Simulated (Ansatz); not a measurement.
# G0W0 on several functionals: Zn3SbN3 (Cm)

One-shot GW is not self-consistent; how far does the start matter for Zn3SbN3 (Cm)?

Main program and level: Ansatz 0.2.0; G0W0 on several functionals, plane waves, PAW.

This is a report of a sequence of runs, with most program output left out.

In doubt: masses and optical values from hybrid runs of this build are listed as unsure (steps 3, 4), which bears on the screening that GW takes from such a start.

**1. The structure**

The structure is monoclinic, space group Cm (No. 8). Conventional cell: a = 6.788 Å, b = 6.566 Å, c = 5.577 Å, α = 90.00°, β = 125.21°, γ = 90.00°. Nearest to Zn lie 3 N at 1.95 to 1.96 Å. Nearest to Zn lie 3 N at 1.97 to 2.00 Å. Nearest to Sb lie 3 N at 2.04 to 2.06 Å. Nearest to N lie 3 Zn at 1.96 to 2.00 Å and 1 Sb at 2.06 Å. Nearest to N lie 3 Zn at 1.95 to 1.97 Å and 1 Sb at 2.04 Å. Farther neighbours and most contacts between anions are not listed.

The cell and positions are those that the Materials Project relaxed with its own functionals (PBE, PBE+U or r2SCAN), kept fixed. Spin-orbit coupling is left out unless a step names it.

**2. G0W0 on PBE**

G0W0 replaces the xc potential by the self-energy, built once from these orbitals. Only a window of levels is corrected, while the sums run over the empty bands that the input names. This step takes PAW set soft_1 files.

This step: G0W0 on PBE, plane waves, PAW; PAW set soft_1.

input.yaml reads:

```yaml
crystal:
  lattice:
    - [3.3938895471, -3.283248115, 0.0]
    - [3.3938895471, 3.283248115, 0.0]
    - [-3.2155964401, 0.0, 4.5561292986]
  atoms:
    - { symbol: Zn, position: [0.64265811, 0.64265811, 0.11808447] }
    - { symbol: Zn, position: [0.75601403, 0.31486041, 0.51982585] }
    - { symbol: Zn, position: [0.31486041, 0.75601403, 0.51982585] }
    - { symbol: Sb, position: [0.06050886, 0.06050886, 0.00241463] }
    - { symbol: "N", position: [0.41103526, 0.94206134, 0.29988336] }
    - { symbol: "N", position: [0.94206134, 0.41103526, 0.29988336] }
    - { symbol: "N", position: [0.698722, 0.698722, 0.81219049] }
kpoints:
  mp_grid: { grid: [4, 4, 4] }
hamiltonian:
  xc: pbe
  pseudopotentials: { kind: paw, azcp: { folder: soft_1 } }
scf:
  occupations: { method: fixed }
gw:
  n_empty_bands: 804
  ecut_chi: 230.0
  qp_bands: [v2, c2]
  qp_kpoints: band_edges
  screening: { model: contour_deformation }
```

Run with:

```
ansatz run input.yaml --threads 2 --pin off --max-ram 92160MiB --backend cuda --events-out ev --progress --plain --runs-dir out --devices 1 --max-vram 13GiB
```

The job ended after 2.4 min (1 × NVIDIA H100 80GB HBM3 (shared by 6 runs) with 2 threads of AMD EPYC 7R13 (Zen 3), shared host; peak memory 4.5 GiB).

This step gave:

- bands summed: 837
- RPA ε∞ on this mesh (eigenvalues): 7.162, 8.111, 8.150
- plane waves in the screening matrix: 787
- q-points in the mesh: 64
- G0W0 gap on the mesh: 2.184 eV
- k of the valence top: 0.25, -0.25, 0
- k of the conduction bottom: 0, 0, 0.25
- starting gap on the mesh: 1.432 eV
- Z at the valence top: 0.7383
- Z at the conduction bottom: 0.7806
- least direct G0W0 gap on the computed points: 2.378 eV

The gap on the mesh goes from 1.43 eV to 2.18 eV, a correction of +0.75 eV. Between the two edge states, bare exchange in place of the xc potential would open the gap by 7.02 eV, and correlation takes back 6.26 eV.

**3. G0W0 on HSE06**

One-shot GW remembers its start. Another functional's orbitals and levels show by how much.

This step: G0W0 on HSE06, plane waves, PAW; PAW set soft_1.

Edit input.yaml of step 2 so:

```diff
@@ -16,3 +16,3 @@
 hamiltonian:
-  xc: pbe
+  xc: hse06
   pseudopotentials: { kind: paw, azcp: { folder: soft_1 } }
```

Elapsed: 4.1 min, on 1 × NVIDIA H100 80GB HBM3 (shared by 6 runs) with 2 threads; peak memory 4.9 GiB.

Numbers from this step:

```yaml
bands_summed: 837
rpa_eps_infinity_on_this_mesh_eigenvalues: 5.265, 5.754, 5.766
plane_waves_in_the_screening_matrix: 787
q_points_in_the_mesh: 64
g0w0_gap_on_the_mesh: 2.675 eV
k_of_the_valence_top: 0.25, -0.25, 0
k_of_the_conduction_bottom: 0, 0, 0.25
starting_gap_on_the_mesh: 2.400 eV
z_at_the_valence_top: 0.7749
z_at_the_conduction_bottom: 0.8126
least_direct_g0w0_gap_on_the_computed_points: 2.859 eV
```

Against the run with 4×4×4 mesh, 804 empty bands, screening to 230 eV, PAW set soft_1 files on PBE, the gap moves by +0.49 eV, while the start moved by +0.97 eV.

**4. G0W0 on PBE0**

This step: G0W0 on PBE0, plane waves, PAW; PAW set soft_1.

Edit input.yaml of step 3 so:

```diff
@@ -16,3 +16,3 @@
 hamiltonian:
-  xc: hse06
+  xc: pbe0
   pseudopotentials: { kind: paw, azcp: { folder: soft_1 } }
```

Wall time 5.3 min (1 × NVIDIA H100 80GB HBM3 (shared by 6 runs) with 2 threads); peak memory 4.9 GiB.

This step gave:

- bands summed: 837
- RPA ε∞ on this mesh (eigenvalues): 4.798, 5.180, 5.204
- plane waves in the screening matrix: 787
- G0W0 gap on the mesh: 2.872 eV
- k of the valence top: 0.25, -0.25, 0
- k of the conduction bottom: 0, 0, 0.25
- starting gap on the mesh: 3.085 eV
- least direct G0W0 gap on the computed points: 3.053 eV

Against the run with 4×4×4 mesh, 804 empty bands, screening to 230 eV, PAW set soft_1 files on HSE06, the gap moves by +0.20 eV, while the start moved by +0.68 eV.

**5. Side by side**

All on the 4×4×4 mesh with 804 empty bands and screening to 230 eV. Times are wall times on 1 × NVIDIA H100 80GB HBM3 (shared by 6 runs) with 2 threads of AMD EPYC 7R13 (Zen 3), shared host, good to a factor of about two.

```
start  starting gap (eV)  shift (eV)  G0W0 gap (eV)  RPA ε∞ (harmonic mean)  Z (valence, conduction)     time
  PBE               1.43       +0.75           2.18                    7.78               0.74, 0.78  2.4 min
HSE06               2.40       +0.27           2.67                    5.58               0.77, 0.81  4.1 min
 PBE0               3.08       −0.21           2.87                    5.05               0.79, 0.83  5.3 min
```

The parts of the quasiparticle energy at the two band edges (eV; QP = start + Σx + Σc − Vxc):

```
  run               edge  start      Σx     Σc     Vxc     Z     QP
  PBE        valence top   8.56  -24.69   2.97  -21.01  0.74   7.86
  PBE  conduction bottom   9.99  -11.60  -3.29  -14.94  0.78  10.04
HSE06        valence top   7.82  -23.21   2.45  -20.53  0.77   7.59
HSE06  conduction bottom  10.22  -10.32  -3.43  -13.80  0.81  10.27
 PBE0        valence top   7.45  -23.19   2.34  -20.87  0.79   7.48
 PBE0  conduction bottom  10.54  -10.29  -3.36  -13.47  0.83  10.35
```

For a hybrid start, Vxc holds its share of exact exchange.

**6. What came out**

```json
{
 "G0W0@PBE": "2.18 eV (start 1.43 eV)",
 "G0W0@HSE06": "2.67 eV (start 2.40 eV)",
 "G0W0@PBE0": "2.87 eV (start 3.08 eV)",
 "known limits": "not at the basis limit; d shell near the gap, gap tends to lie low; no spin-orbit coupling"
}
```

The starting gaps span 1.65 eV and the G0W0 gaps 0.69 eV. Between PBE and PBE0, 0.69 eV of the 1.65 eV survives, 42 %. PBE0 screens less than PBE (ε∞ 5.05 against 7.78). Of the 0.69 eV by which its G0W0 gap is higher, the correlation part gives +0.56 eV, and exchange with the one-particle terms, which follow the orbitals, +0.13 eV. On PBE0 the correction is negative: that start lies above its own G0W0 value. The smallest correction, −0.21 eV, is on PBE0, the start nearest to reproducing itself, though another is as near within the errors. Bands and cutoff are finite, so the gap is not at the basis limit. The miss can reach some tenths of an eV and take either sign; the mesh is an error of its own. The program warns that the mesh is coarse for exact exchange, which bears on the hybrid start's gap. A d shell, filled or nearly so, lies near the gap. One-shot GW converges very slowly in bands there, not always from below, and on a semilocal start the gap tends to come out low; starts rich in exact exchange can overshoot instead. The many-body steps are scalar-relativistic: spin-orbit coupling is not in them.

[Paths, hosts, dates, memory and timing lines, banners, echoed tables and standing remarks are left out of the program output.]

[Logs are printed without paths, hosts, clocks, repeated set-up lines and the standing remarks that a program may print on its own settings, such as how far it seeks lower states.]

[Runs of the session that timed out or met a known fault of the program may be left out.]

[Cells called generated may have been cut or substituted from an entry of the Crystallography Open Database or the Materials Project.]

[Hosts, paths, dates, database ids (printed as entryN), source tags and the programs' standing remarks are cut or masked in the printed files.]
